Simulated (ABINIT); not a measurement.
**KBr (Fm-3m): G0W0 with ABINIT, start to end**

How does a plane-wave GW calculation on KBr (Fm-3m) run from the first input to the gap?

Program: ABINIT 10.8.3. Level of theory: LDA and many-body steps on it, plane waves. Results are calculated unless marked as measured.

## (1) Set-up

It takes space group Fm-3m (No. 225, cubic). Conventional cell: a = 6.600 Å, b = 6.600 Å, c = 6.600 Å, α = 90.00°, β = 90.00°, γ = 90.00°. Nearest to K lie 6 Br at 3.30 Å. Nearest to Br lie 6 K at 3.30 Å. Farther neighbours and most contacts between anions are not listed.

The cell and positions come from the Crystallography Open Database and are kept as given unless a step says otherwise.

## (2) Ground state

This step: ABINIT 10.8.3; DFT, LDA, plane waves, norm-conserving pseudopotentials.

The ground-state density comes first.

run.abi reads:

```
acell 3*1.0 Angstrom
rprim 
  0.000000000000 3.300000000000 3.300000000000
  3.300000000000 0.000000000000 3.300000000000
  3.300000000000 3.300000000000 0.000000000000
ntypat 2
znucl 19 35
natom 2
typat 1 2
xred 
  0.000000000000 0.000000000000 0.000000000000
  0.500000000000 0.500000000000 0.500000000000
pp_dirpath "pseudos"
pseudos "K.upf, Br.upf"
ecut 32
ngkpt 6 6 6
nshiftk 1
shiftk 0 0 0
kptopt 1
chksymbreak 0
nband 13
occopt 1
tolvrs 1e-10
nstep 60
prtwf 0
optforces 0
optstress 0
indata_prefix "in"
outdata_prefix "out"
tmpdata_prefix "tmp"
```

Command:

```sh
$ OMP_NUM_THREADS=1 mpirun -n 4 abinit run.abi > log
```

Numbers of over 12 decimals in the logs are rounded to 6 here.

Output:

```text
.Version 10.8.3 of ABINIT. v10.8.2 released Aug 2026.

 Symmetries : space group Fm -3 m (#225); Bravais cF (face-center cubic)
================================================================================
 Values of the parameters that define the memory need of the present run
     intxc =       0    ionmov =       0      iscf =       7    lmnmax =       6
     lnmax =       6     mgfft =      48  mpssoang =       3    mqgrid =    3001
     natom =       2  nloc_mem =       1    nspden =       1   nspinor =       1
    nsppol =       1      nsym =      48    n1xccc =    2501    ntypat =       2
    occopt =       1   xclevel =       1
-    mband =          13        mffmem =           1         mkmem =           4
       mpw =        4216          nfft =      110592          nkpt =          16
================================================================================
  Rough estimation (10% accuracy) of disk space for files :
================================================================================

--------------------------------------------------------------------------------
------------- Echo of variables that govern the present computation ------------
--------------------------------------------------------------------------------
 -outvars: echo values of preprocessed input variables --------
            acell      1.8897261259E+00  1.8897261259E+00  1.8897261259E+00 Bohr

      chksymbreak           0
             ecut      3.20000000E+01 Hartree
-          fftalg         312

              ixc       -1012
              kpt      0.00000000E+00  0.00000000E+00  0.00000000E+00
                       1.66666667E-01  0.00000000E+00  0.00000000E+00
                       3.33333333E-01  0.00000000E+00  0.00000000E+00
                       5.00000000E-01  0.00000000E+00  0.00000000E+00
                       1.66666667E-01  1.66666667E-01  0.00000000E+00
                       3.33333333E-01  1.66666667E-01  0.00000000E+00
                       5.00000000E-01  1.66666667E-01  0.00000000E+00
                      -3.33333333E-01  1.66666667E-01  0.00000000E+00
                      -1.66666667E-01  1.66666667E-01  0.00000000E+00
   [... 5 further rows ...]
                      -3.33333333E-01  3.33333333E-01  1.66666667E-01
                      -3.33333333E-01  5.00000000E-01  1.66666667E-01
         kptrlatt        6    0    0      0    6    0      0    0    6
          kptrlen      5.29150311E+01
P           mkmem           4
            natom           2
            nband          13
            ngfft          48      48      48
             nkpt          16
            nstep          60
             nsym          48
           ntypat           2
              occ      2.000000  2.000000  2.000000  2.000000  2.000000  2.000000
                       2.000000  2.000000  0.000000  0.000000  0.000000  0.000000
                       0.000000
        optforces           0
        optstress           0
            prtwf           0
            rprim      0.0000000000E+00  3.3000000000E+00  3.3000000000E+00
[...]
spgroup         225

           tolvrs      1.00000000E-10

             xred      0.0000000000E+00  0.0000000000E+00  0.0000000000E+00
[...]
znucl       19.00000   35.00000

================================================================================

 chkinp: Checking input parameters for consistency.

================================================================================
== DATASET  1 ==================================================================
-   mpi_nproc: 4, omp_nthreads: 1 (-1 if OMP is not activated)

--- !DatasetInfo
iteration_state: {dtset: 1, }
dimensions: {natom: 2, nkpt: 16, mband: 13, nsppol: 1, nspinor: 1, nspden: 1, mpw: 4216, }
cutoff_energies: {ecut:  32.0, pawecutdg:  -1.0, }
electrons: {nelect:   1.60000000E+01, charge:   0.00000000E+00, occopt:   1.00000000E+00, tsmear:   1.00000000E-02, }

 Real(R)+Recip(G) space primitive vectors, cartesian coordinates (Bohr,Bohr^-1):
 R(1)=  0.0000000  6.2360962  6.2360962  G(1)= -0.0801784  0.0801784  0.0801784
 R(2)=  6.2360962  0.0000000  6.2360962  G(2)=  0.0801784 -0.0801784  0.0801784
 R(3)=  6.2360962  6.2360962  0.0000000  G(3)=  0.0801784  0.0801784 -0.0801784
 Unit cell volume ucvol=  4.8502979E+02 bohr^3
 Angles (23,13,12)=  6.00000000E+01  6.00000000E+01  6.00000000E+01 degrees

 getcut: wavevector=  0.0000  0.0000  0.0000  ngfft=  48  48  48
         ecut(hartree)=     32.000   => boxcut(ratio)=   2.13734

--- Pseudopotential description ------------------------------------------------
- K Generated using ONCVPSP code by D. R. Hamann
- 19.00000   9.00000  180309                  znucl, zion, pspdat
12 -1012 2 -1 2170                            pspcod,pspxc,lmax,lloc,mmax
     nproj     2     2     2
  pspatm : epsatm=    8.21740868
         --- l  ekb(1:nproj) -->
[...]
pspatm: atomic psp has been read  and splines computed

- Br Generated using ONCVPSP code by D. R. Hamann
- 35.00000   7.00000  180309                  znucl, zion, pspdat
12 -1012 2 -1 1084                            pspcod,pspxc,lmax,lloc,mmax
     nproj     2     2     2
  pspatm : epsatm=   10.24179696
         --- l  ekb(1:nproj) -->
[...]
2    2.423121    0.400160
 pspatm: atomic psp has been read  and splines computed

   2.95347290E+02                                ecore*ucvol(ha*bohr**3)
--------------------------------------------------------------------------------

_setup2: Arith. and geom. avg. npw (full set) are    4194.069    4194.049

================================================================================

--- !BeginCycle
iteration_state: {dtset: 1, }
solver: {iscf: 7, nstep: 60, nline: 4, wfoptalg: 0, }
tolerances: {tolvrs: 1.00E-10, }

     iter   Etot(hartree)      deltaE(h)  residm     vres2
 ETOT  1  -45.811318218823    -4.581E+01 3.493E-02 8.180E+01
 ETOT  2  -45.831428564190    -2.011E-02 6.314E-03 2.047E+00
 ETOT  3  -45.831693825543    -2.653E-04 3.049E-03 3.169E-01
 ETOT  4  -45.831708840697    -1.502E-05 1.204E-03 5.138E-03
 ETOT  5  -45.831708998382    -1.577E-07 1.969E-03 5.818E-05
 ETOT  6  -45.831709001162    -2.780E-09 7.767E-03 6.606E-06
 ETOT  7  -45.831709001777    -6.149E-10 2.227E-03 2.386E-07
 ETOT  8  -45.831709001789    -1.214E-11 3.624E-03 2.734E-09
 ETOT  9  -45.831709001789     9.166E-13 3.109E-04 3.884E-11

 At SCF step    9       vres2   =  3.88E-11 < tolvrs=  1.00E-10 =>converged.

--- !ResultsGS
iteration_state: {dtset: 1, }
comment   : Summary of ground state results
lattice_vectors:
- [  0.0000000,   6.2360962,   6.2360962, ]
- [  6.2360962,   0.0000000,   6.2360962, ]
- [  6.2360962,   6.2360962,   0.0000000, ]
lattice_lengths: [   8.81917,    8.81917,    8.81917, ]
lattice_angles: [ 60.000,  60.000,  60.000, ] # degrees, (23, 13, 12)
lattice_volume:   4.8502979E+02
convergence: {deltae:  9.166E-13, res2:  3.884E-11, residm:  3.109E-04, diffor:  0.000E+00, }
etotal    :  -4.58317090E+01
entropy   :   0.00000000E+00
fermie    :  -7.39522276E-03
cartesian_stress_tensor: null
pressure_GPa: null
xred      :
- [  0.0000E+00,   0.0000E+00,   0.0000E+00,  K]
- [  5.0000E-01,   5.0000E-01,   5.0000E-01, Br]
cartesian_forces: null
force_length_stats: {min: null, max: null, mean: null, }

 Integrated electronic density in atomic spheres:
 ------------------------------------------------
 Atom  Sphere_radius  Integrated_density
    1        2.00000          6.92021275
    2        2.00000          4.25427605
================================================================================

 ----iterations are completed or convergence reached----

 Mean square residual over all n,k,spin=   83.446E-07; max=  31.094E-05
 reduced coordinates (array xred) for    2 atoms
       0.000000000000      0.000000000000      0.000000000000
       0.500000000000      0.500000000000      0.500000000000
 rms dE/dt=  0.0000E+00; max dE/dt=  0.0000E+00; dE/dt below (all hartree)
    1       0.000000000000      0.000000000000      0.000000000000
    2       0.000000000000      0.000000000000      0.000000000000

 cartesian coordinates (angstrom) at end:
    1      0.000000     0.000000     0.000000
    2      3.300000     3.300000     3.300000
 length scales=  1.889726125908  1.889726125908  1.889726125908 bohr
              =  1.000000000000  1.000000000000  1.000000000000 angstroms
 prteigrs : about to open file out_EIG
 Fermi (or HOMO) energy (hartree) =  -0.00740   Average Vxc (hartree)=  -0.29438
 Eigenvalues (hartree) for nkpt=  16  k points:
 kpt#   1, nband= 13, wtk=  0.00463, kpt=  0.0000  0.0000  0.0000 (reduced coord)
  -1.01644   -0.46192   -0.41641   -0.41641   -0.41641   -0.00740   -0.00740   -0.00740
   0.14077    0.26304    0.26304    0.26305    0.29506
 prteigrs : prtvol=0 or 1, do not print more k-points.

--- !EnergyTerms
iteration_state     : {dtset: 1, }
comment             : Components of total free energy in Hartree
kinetic             :  1.46551196752329E+01
hartree             :  9.58894084460337E+00
xc                  : -1.14117761208625E+01
Ewald energy        : -2.93989375638298E+01
psp_core            :  6.08926077517895E-01
local_psp           : -3.64663735992050E+01
non_local_psp       :  6.59239168475459E+00
total_energy        : -4.58317090017885E+01
total_energy_eV     : -1.24714433596107E+03
band_energy         : -5.61504775677646E+00

== END DATASET(S) ==============================================================
================================================================================

 -outvars: echo values of variables after computation  --------
           etotal     -4.5831709002E+01
            nband          13
             nkpt          16
          spgroup         225
 [... the other variables as echoed above ...]

 Calculation completed.
```

Wall time 9.2 s (4 MPI ranks of Arm Neoverse V1, shared host); peak memory 0.33 GiB; 36 s of CPU time.

This step gave:

- total energy: -1247.1443 eV
- gap: 4.032 eV
- k of the valence top: 0, 0, 0
- k of the conduction bottom: 0, 0, 0
- least direct gap: 4.032 eV

The gap is direct, at Γ.

(Part 1 of 3 ends here.)

[Paths, hosts, dates, memory and timing lines, banners, echoed tables and standing remarks are left out of the program output.]

[Logs are printed without paths, hosts, clocks, repeated set-up lines and the standing remarks that a program may print on its own settings, such as how far it seeks lower states.]

[Runs of the session that timed out or met a known fault of the program may be left out.]

[Hosts, paths, dates, database ids (printed as entryN), source tags and the programs' standing remarks are cut or masked in the printed files.]

[G0W0 gaps are taken among the corrected bands and points alone; a level outside them can change the order at an edge.]

[Where Ansatz stands beside ABINIT at settings called matched, ABINIT's density can come from a denser mesh and the files from another edition; pairs whose starting gaps differed by over 0.03 eV were left out, so agreement reads better than it is.]
